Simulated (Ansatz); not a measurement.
## Mg (P6_3/mmc): phonon-mediated transition temperature

Wanted: λ, ω_log and Tc of Mg (P6_3/mmc). The cell shown first is a relaxed one, from steps not shown here.

Method: DFT PBE, scalar-relativistic, plane waves, PAW, in Ansatz 0.2.0.

## 1. The cell after earlier relaxation steps

Symmetry: P6_3/mmc, No. 194, hexagonal system. Conventional cell: a = 3.208 Å, b = 3.208 Å, c = 5.152 Å, α = 90.00°, β = 90.00°, γ = 120.00°. Mg has 12 Mg at 3.17 to 3.21 Å nearest.

Structure file:

```cif
data_structure
_symmetry_space_group_name_H-M 'P6_3/mmc'
_symmetry_Int_Tables_number 194
_cell_length_a 3.2078
_cell_length_b 3.2078
_cell_length_c 5.1520
_cell_angle_alpha 90.000
_cell_angle_beta 90.000
_cell_angle_gamma 120.000
_cell_volume 45.91
loop_
_atom_site_label
_atom_site_type_symbol
_atom_site_symmetry_multiplicity
_atom_site_Wyckoff_symbol
_atom_site_fract_x
_atom_site_fract_y
_atom_site_fract_z
_atom_site_occupancy
Mg1 Mg 2 c 0.33333 0.66667 0.25000 1
```

## 2. Resistivity: q 3×3×1, k 9×9×4, scattering 12×12×8

The run that gives the couplings also evaluates McMillan's and Allen and Dynes's formulas and, where asked, the Eliashberg equations, over a range of μ*.

input.yaml reads:

```yaml
crystal:
  lattice:
    - [3.2078309355, 0.0, 0.0]
    - [-1.6039154677, 2.7780630812, 0.0]
    - [0.0, 0.0, 5.1520092924]
  atoms:
    - { symbol: Mg, position: [0.3333333333, 0.6666666667, 0.25] }
    - { symbol: Mg, position: [0.6666666667, 0.3333333333, 0.75] }
kpoints:
  mp_grid: { grid: [9, 9, 4] }
hamiltonian:
  xc: pbe
scf:
  occupations: { method: methfessel_paxton, width: 0.2 }
output:
  eigenvalues: true
phonons:
  method: dfpt
  qmesh: [3, 3, 1]
  temperatures: { t_max: 1000, t_step: 50 }
  qpath:
    path:
      - [[0.0, 0.0, 0.0], [0.5, 0.0, 0.0], [0.33333333, 0.33333333, 0.0], [0.0, 0.0, 0.0], [0.0, 0.0, 0.5], [0.5, 0.0, 0.5], [0.33333333, 0.33333333, 0.5], [0.0, 0.0, 0.5]]
      - [[0.5, 0.0, 0.5], [0.5, 0.0, 0.0]]
      - [[0.33333333, 0.33333333, 0.5], [0.33333333, 0.33333333, 0.0]]
    npoints: 10
  electrical_resistivity:
    mesh: [12, 12, 8]
    temperatures: [20.0, 50.0, 80.0, 100.0, 150.0, 200.0, 273.0, 300.0, 400.0, 500.0, 600.0, 800.0]
  superconductivity: { mesh: [12, 12, 8] }
```

Started as:

```bash
ansatz run input.yaml --threads 4 --pin off --max-ram 10240MiB --backend cpu --events-out ev --progress --plain --runs-dir out
```

Numbers of over 12 decimals in the logs are rounded to 6 here.

Output:

```text
Engine: ansatz 0.2.0, x86_64-unknown-linux-gnu
Pseudopotentials: kind: paw
Pseudopotential: Mg, paw, valence charge 10, recommended cutoff 420 eV (normal), Mg.paw.azcp
Functional definition: PBE
  parameter kappa = 0.804
  parameter beta = 0.066725
  exchange = pbe_x(kappa = kappa, mu = beta*pi^2/3)
  correlation = pbe_c(beta = beta)
Crystal: 2 atoms, lattice volume = 45.912 Å³
Basis set: ecut = 420 eV, 905 PW (Γ), exchange–correlation on 48×48×72 points (8 copies of the dense FFT grid, shifted against one another)
Bands: 14, of which v1, the nominal top of the filled ones, is band 10 counted from 1 (9 counted from 0)
Symmetry: 24 space group operations
k-points: 36 of 324
Non-local potential: Mg, projectors of the file, l = 0: 3, l = 1: 2, l = 2: 1
PAW form: soft (Blöchl's): semilocal exchange-correlation on the pseudo side does not see the compensation charge
PAW one-centre angular grid: Mg, 110 points (default); XC on 64 Gauss nodes
Initial density: superposition of atomic densities (neutral atoms: chi_scale 0, normalization atom), corrected by the library's trained network
Initial wavefunctions: pseudopotential atomic-orbital guess
Functional: x = pbe(κ = 0.804, μ = 0.219515), c = pbe(β = 0.066725)
SCF iter   1: F=—  HF=-3847.601806 eV  |F-HF|=—  |Δ(HF+E_count)|=         —  Δρ=1.10e-3  dr2=7.11e-4  ethr=1.77e-3  ⟨swp⟩=5.1  Hψ=2450  notcnv=0
preconditioner: auto → none  [metal: Δε(μ)=0.121 eV  Ē_g=6.917 eV  σ=0.200 eV  W_gap=0.45  n_scr=8 (ndim 8)  ℏωp=11.0 eV  f_vac=0.000  D(μ)=0.88/eV (n_scr^D=2)  sad-step TF]
SCF iter   2: F=—  HF=-3847.601432 eV  |F-HF|=—  |Δ(HF+E_count)|=   3.74e-4  S|Δr|=    0.00e0  Δρ=7.46e-4  dr2=3.32e-4  ethr=3.55e-6  ⟨swp⟩=2.8  Hψ=1099  notcnv=0
SCF iter   3: F=—  HF=-3847.601429 eV  |F-HF|=—  |Δ(HF+E_count)|=   2.89e-6  S|Δr|=    0.00e0  Δρ=3.19e-4  dr2=2.75e-5  ethr=1.66e-6  ⟨swp⟩=2.0  Hψ=784  notcnv=0
SCF iter   4: F=—  HF=-3847.601411 eV  |F-HF|=—  |Δ(HF+E_count)|=   1.79e-5  S|Δr|=    0.00e0  Δρ=1.22e-4  dr2=3.18e-6  ethr=1.38e-7  ⟨swp⟩=2.5  Hψ=878  notcnv=0
SCF iter   5: F=—  HF=-3847.601405 eV  |F-HF|=—  |Δ(HF+E_count)|=   5.33e-6  S|Δr|=    0.00e0  Δρ=8.70e-6  dr2=1.23e-8  ethr=1.59e-8  ⟨swp⟩=2.0  Hψ=838  notcnv=0
SCF iter   6: F=—  HF=-3847.601407 eV  |F-HF|=—  |Δ(HF+E_count)|=   1.29e-6  S|Δr|=    0.00e0  Δρ=5.35e-6  dr2=5.65e-9  ethr=6.13e-11  ⟨swp⟩=2.0  Hψ=860  notcnv=0
SCF iter   7: F=—  HF=-3847.601407 eV  |F-HF|=—  |Δ(HF+E_count)|=   4.70e-9  S|Δr|=    0.00e0  Δρ=8.73e-7  dr2=1.51e-10  ethr=2.83e-11  ⟨swp⟩=2.0  Hψ=791  notcnv=0
SCF iter   8: F=-3847.601407 eV  HF=-3847.601407 eV  |F-HF|=3.64e-12  |Δ(HF+E_count)|=  1.45e-10  S|Δr|=    0.00e0  Δρ=8.20e-8  dr2=1.47e-12  ethr=1.00e-12  ⟨swp⟩=4.2  Hψ=2147  notcnv=0
SCF 1 converged in 8 iterations: F = -3847.601407 eV  dr2 = 1.47e-12
  greatest PAW one-centre occupation: 1.000 electrons in one spin orbital (limit 2), on the Mg atom at site 1 (counted from 0), in its partial waves of l = 0
NSCF: frozen V_eff on 36 k-points
WARN: eigensolver did not converge in 2 slots of this pass, the one above among them; of largest residual over every band (k=15): 1 band(s) unlocked (lowest unlocked band 13, counted from 0; max residual 5.24e-4 eV among the unlocked bands, 5.24e-4 eV over every band); of lowest unlocked band (k=1): band 13
NSCF: frozen V_eff on 75 k-points
DFPT response loops at q = (0, 0, 0) (fractional): preconditioner auto → Kerker (q_TF=auto, 2.375 Å⁻¹) (partly filled bands, converged f_vac=0.000); β = 1.00, the filter's whole step (`scf.mixing.beta` (0.50) is not read by the response loops under this deck's `scf.mixing.preconditioner`; to damp them name `kerker` or `kerker_dos`, under which they read `scf.mixing.beta`, and type it under 1.00, their step now; both keys bind the ground state too); Broyden in place of MSR1
NSCF: frozen V_eff on 270 k-points
DFPT response loops at q = (0, 0.333333, 0) (fractional): mixed as the last ones told, above
NSCF: frozen V_eff on 270 k-points
DFPT response loops at q = (0.333333, 0.333333, 0) (fractional): mixed as the last ones told, above
SCF iter   1: F=—  HF=-3847.601806 eV  |F-HF|=—  |Δ(HF+E_count)|=         —  Δρ=1.10e-3  dr2=7.11e-4  ethr=1.77e-3  ⟨swp⟩=5.1  Hψ=2450  notcnv=0
SCF iter   2: F=—  HF=-3847.601432 eV  |F-HF|=—  |Δ(HF+E_count)|=   3.74e-4  S|Δr|=    0.00e0  Δρ=7.46e-4  dr2=3.32e-4  ethr=3.55e-6  ⟨swp⟩=2.8  Hψ=1099  notcnv=0
SCF iter   3: F=—  HF=-3847.601429 eV  |F-HF|=—  |Δ(HF+E_count)|=   2.89e-6  S|Δr|=    0.00e0  Δρ=3.19e-4  dr2=2.75e-5  ethr=1.66e-6  ⟨swp⟩=2.0  Hψ=784  notcnv=0
SCF iter   4: F=—  HF=-3847.601411 eV  |F-HF|=—  |Δ(HF+E_count)|=   1.79e-5  S|Δr|=    0.00e0  Δρ=1.22e-4  dr2=3.18e-6  ethr=1.38e-7  ⟨swp⟩=2.5  Hψ=878  notcnv=0
SCF iter   5: F=—  HF=-3847.601405 eV  |F-HF|=—  |Δ(HF+E_count)|=   5.33e-6  S|Δr|=    0.00e0  Δρ=8.70e-6  dr2=1.23e-8  ethr=1.59e-8  ⟨swp⟩=2.0  Hψ=838  notcnv=0
SCF iter   6: F=—  HF=-3847.601407 eV  |F-HF|=—  |Δ(HF+E_count)|=   1.29e-6  S|Δr|=    0.00e0  Δρ=5.35e-6  dr2=5.65e-9  ethr=6.13e-11  ⟨swp⟩=2.0  Hψ=860  notcnv=0
SCF iter   7: F=—  HF=-3847.601407 eV  |F-HF|=—  |Δ(HF+E_count)|=   4.70e-9  S|Δr|=    0.00e0  Δρ=8.73e-7  dr2=1.51e-10  ethr=2.83e-11  ⟨swp⟩=2.0  Hψ=791  notcnv=0
SCF iter   8: F=-3847.601407 eV  HF=-3847.601407 eV  |F-HF|=2.73e-12  |Δ(HF+E_count)|=  1.45e-10  S|Δr|=    0.00e0  Δρ=8.20e-8  dr2=1.48e-12  ethr=1.00e-12  ⟨swp⟩=1.8  Hψ=1489  notcnv=0
SCF 2 converged in 8 iterations: F = -3847.601407 eV  dr2 = 1.48e-12
NSCF: frozen V_eff on 95 k-points
SCF converged after 8 iterations
Stability not checked: this state was not tested for a lower state beside it, because cold or Methfessel-Paxton smearing, or corrected tetrahedra, fill the levels in a way that the test cannot read (fill_not_monotonic; see scf.lower_state_search)
Free energy (F): -3847.601407 eV
Harris-Foulkes:  -3847.601407 eV  (|F-HF|=3.64e-12)
Internal energy: -3847.601953 eV  (E = F + TS)
E sigma→0 (E₀):  -3847.601543 eV
Entropy (-TS):   0.000546 eV (0.273 meV/atom)
Fermi energy:    5.557265 eV
--- Per-component energies (eV) ---
  E_band       = -714.862546
  E_kinetic    = 149.662406
  E_local      = -3241.005755  (includes V_loc(G=0)·N_el)
  E_nonlocal   = 191.412125
  E_hartree    = 1157.476679
  E_xc         = -56.825691
  E_vxc        = -73.306560  (∫ρ·V_xc dr)
  E_paw        = -585.063372  (= ΣΔE_a)
  E_vpaw       = -56.578172  (= ΣTr[D̂ρ^β])
  E_aug_tail   = -0.000007  (compensation charges beyond the density's cutoff)
  E_ewald      = -1463.258338
  E_smearing   = 0.000546  (= −TS)
  E_closure    = 0.000000  (closes the sum)
  Σ components = -3847.601407   (vs F -3847.601407, Δ=0.00e0)
[...]
600.00      1.0059e1              no      9.9963e0      9.9963e0      1.0184e1        1.0099e1          1.2291e1
    800.00      1.3402e1              no      1.3305e1      1.3305e1      1.3596e1        1.3463e1          1.6403e1
  mean free path at 20 K (of a tensor a third of its trace): 38873 nm by what each carries, 24755 by the Fermi surface alone
  mean free path at 50 K (of a tensor a third of its trace): 829 nm by what each carries, 687 by the Fermi surface alone
  Hall coefficient in a weak field at 50 K (a third of the trace): -9.569e-11 m³/C (as a tensor it moves by 9.4 % between the two finest meshes); by each state's relaxation time: -9.782e-11 m³/C; by a constant relaxation time: -6.560e-11 m³/C
  mean free path at 80 K (of a tensor a third of its trace): 206 nm by what each carries, 179 by the Fermi surface alone
  Hall coefficient in a weak field at 80 K (a third of the trace): -1.008e-10 m³/C (as a tensor it moves by 20.3 % between the two finest meshes); by each state's relaxation time: -9.938e-11 m³/C; by a constant relaxation time: -6.509e-11 m³/C
  mean free path at 100 K (of a tensor a third of its trace): 124 nm by what each carries, 110 by the Fermi surface alone
  Hall coefficient in a weak field at 100 K (a third of the trace): -1.001e-10 m³/C (as a tensor it moves by 23.1 % between the two finest meshes); by each state's relaxation time: -9.877e-11 m³/C; by a constant relaxation time: -6.457e-11 m³/C
  mean free path at 150 K (of a tensor a third of its trace): 60.7 nm by what each carries, 55.0 by the Fermi surface alone
  Hall coefficient in a weak field at 150 K (a third of the trace): -9.729e-11 m³/C (as a tensor it moves by 24.3 % between the two finest meshes); by each state's relaxation time: -9.568e-11 m³/C; by a constant relaxation time: -6.293e-11 m³/C
  mean free path at 200 K (of a tensor a third of its trace): 40.7 nm by what each carries, 37.2 by the Fermi surface alone
  Hall coefficient in a weak field at 200 K (a third of the trace): -9.487e-11 m³/C (as a tensor it moves by 24.6 % between the two finest meshes); by each state's relaxation time: -9.318e-11 m³/C; by a constant relaxation time: -6.142e-11 m³/C
  mean free path at 273 K (of a tensor a third of its trace): 27.9 nm by what each carries, 25.6 by the Fermi surface alone
  Hall coefficient in a weak field at 273 K (a third of the trace): -9.267e-11 m³/C (as a tensor it moves by 25.3 % between the two finest meshes); by each state's relaxation time: -9.099e-11 m³/C; by a constant relaxation time: -6.005e-11 m³/C
  mean free path at 300 K (of a tensor a third of its trace): 25.1 nm by what each carries, 23.0 by the Fermi surface alone
  Hall coefficient in a weak field at 300 K (a third of the trace): -9.219e-11 m³/C (as a tensor it moves by 25.5 % between the two finest meshes); by each state's relaxation time: -9.053e-11 m³/C; by a constant relaxation time: -5.977e-11 m³/C
  mean free path at 400 K (of a tensor a third of its trace): 18.3 nm by what each carries, 16.9 by the Fermi surface alone
  Hall coefficient in a weak field at 400 K (a third of the trace): -9.147e-11 m³/C (as a tensor it moves by 25.9 % between the two finest meshes); by each state's relaxation time: -8.988e-11 m³/C; by a constant relaxation time: -5.954e-11 m³/C
  mean free path at 500 K (of a tensor a third of its trace): 14.5 nm by what each carries, 13.4 by the Fermi surface alone
  Hall coefficient in a weak field at 500 K (a third of the trace): -9.163e-11 m³/C (as a tensor it moves by 25.5 % between the two finest meshes); by each state's relaxation time: -9.012e-11 m³/C; by a constant relaxation time: -6.004e-11 m³/C
  mean free path at 600 K (of a tensor a third of its trace): 12.0 nm by what each carries, 11.1 by the Fermi surface alone
  Hall coefficient in a weak field at 600 K (a third of the trace): -9.218e-11 m³/C (as a tensor it moves by 24.8 % between the two finest meshes); by each state's relaxation time: -9.076e-11 m³/C; by a constant relaxation time: -6.087e-11 m³/C
  mean free path at 800 K (of a tensor a third of its trace): 8.94 nm by what each carries, 8.35 by the Fermi surface alone
  Hall coefficient in a weak field at 800 K (a third of the trace): -9.353e-11 m³/C (as a tensor it moves by 23.1 % between the two finest meshes); by each state's relaxation time: -9.233e-11 m³/C; by a constant relaxation time: -6.290e-11 m³/C
  the resistivity times a path that all electrons share, by the Fermi surface of the deck's mesh alone (a third of the trace): 1.120e-15 Ω·m²
  not converged in the mesh (λ; λ_tr; the resistivity at 20 K by 53.89 %; the resistivity at 50 K by 91.68 %; the resistivity at 80 K by 117.77 %; the resistivity at 100 K by 123.86 %; the resistivity at 150 K by 127.46 %; the resistivity at 200 K by 126.58 %; the resistivity at 273 K by 123.65 %; the resistivity at 300 K by 122.42 %; the resistivity at 400 K by 117.96 %; the resistivity at 500 K by 113.96 %; the res [...]
  vibrations of 9 cells: unjudged by the run; compare a larger repeat
  the changes of the potential over all sites missed a rigid shift's by 0.00 % (the site terms' by 0.22 %)
  between the force constants' wavevectors the phonons are obtained by Fourier interpolation alone: along a vector of fewer than three repeats the shortest translation of the supercell is 5.152 Å, and under 7.932 Å the phonon self-energy is left out by default: enlarge phonons.supercell (under dfpt, phonons.qmesh)
--- Superconductivity: potentials and phonons of a 3×3×1 supercell ---
           mesh         λ    ħω_log (meV)  μ* declared at (meV)
        12×12×8    0.2557          19.658               21.738
          6×6×4    0.2322          20.900               22.276
  λ by the species' shares of the modes' patterns: Mg 0.2557
  with the Fermi level up to 32.9 meV (the hardest mode) off, states and modes as they are: density of states 0.3929 to 0.3974 /eV of one spin and cell, λ 0.2530 to 0.2572
  transition temperature on the deck's mesh (K), isotropic and anisotropic, restricted to the Fermi surface (FSR) and over the full bandwidth (FBW), and the last with the density of states resolved in a narrower window:
        μ*   McMillan   Allen–Dynes      iso. FSR      iso. FBW    aniso. FSR    aniso. FBW  narrow window
      0.08      0.063         0.064    none_found    none_found    none_found    none_found     none_found
      0.10      0.017         0.017    none_found    none_found    none_found    none_found     none_found
      0.12      0.003         0.003    none_found    none_found    none_found    none_found     none_found
      0.13      0.001         0.001    none_found    none_found    none_found    none_found     none_found
      0.14      0.000         0.000    none_found    none_found    none_found    none_found     none_found
      0.16      0.000         0.000    none_found    none_found    none_found    none_found     none_found
      0.20      0.000         0.000    none_found    none_found    none_found    none_found     none_found
  none_found: no transition down to 0.1 K
  isotope coefficients −∂ln Tc/∂ln M under μ* = 0.13, the force constants as they are, of the isotropic transitions restricted to the Fermi surface and over the full bandwidth: Mg - and -
  not converged in the mesh (λ): between neighbouring meshes, the two finest first, λ moves by 9.20 % and the anisotropic transition temperature over the full bandwidth at μ* = 0.13 by nothing (neither mesh has one); converged means that the two finest part by at most 2.00 % and 5.00 %
  vibrations of 9 cells: unjudged by the run; compare a larger repeat
  the changes of the potential over all sites missed a rigid shift's by 0.00 % (the site terms' by 0.22 %)
  between the force constants' wavevectors the phonons are obtained by Fourier interpolation alone: along a vector of fewer than three repeats the shortest translation of the supercell is 5.152 Å, and under 7.932 Å the phonon self-energy is left out by default: enlarge phonons.supercell (under dfpt, phonons.qmesh)
```

Wall time 26 s (4 threads of Intel Xeon Platinum 8488C (Sapphire Rapids), shared host); peak memory 0.67 GiB; 92 s of CPU time.

Reading the cycles: dr2 is the Hartree energy of the density residual (eV), the measure of convergence; HF is the Harris–Foulkes estimate of the energy, which meets the free energy F at convergence.

Numbers from this step:

```yaml
volume_per_atom: 22.96 Å³
metallic_on_mesh: yes
gap_on_the_k_mesh: 0 eV
zero_point_energy: 0.06213 eV/cell
share_of_imaginary_modes_in_the_plain_interpolation_between_solved_wavevectors: 0
highest_frequency_solved_or_plainly_interpolated: 265.2 cm⁻¹
debye_temperature_second_moment: 319 K
resistivity_at_300_k: 4.857 μΩ cm, mean of the axes
coupling_constant_lambda: 0.2557
density_of_states_at_the_fermi_level: 0.3963 states/eV a spin and cell
log_mean_phonon_energy_omega_log: 19.66 meV
transport_coupling_constant_lambda_tr: 0.2102, 0.2102, 0.2115 (xx, yy, zz)
drude_plasma_energy: 7.015, 7.015, 6.973 eV (xx, yy, zz)
resistivity_times_mean_free_path: 10.77, 10.77, 12.05 × 10⁻¹⁶ Ω m² (xx, yy, zz)
second_moment_phonon_energy_omega: 21.74 meV
coupling_lambda_by_branch: 0.027, 0.039, 0.0413, 0.0411, 0.0502, 0.057 (branches by rank of frequency)
```

An empty cell: under 1 mK by a formula, or no transition down to the floor of the Eliashberg search. Transition temperatures:

```
  μ*  McMillan Tc (K)  Allen–Dynes Tc (K)
0.08           0.0631              0.0637
 0.1           0.0168              0.0169
0.12          0.00262             0.00264
0.13                -                   -
0.14                -                   -
0.16                -                   -
 0.2                -                   -
```

(Part 1 of 2 ends here.)

[Logs are printed without paths, hosts, clocks, repeated set-up lines and the standing remarks that a program may print on its own settings, such as how far it seeks lower states.]

[Hosts, paths, dates, database ids (printed as entryN), source tags and the programs' standing remarks are cut or masked in the printed files.]
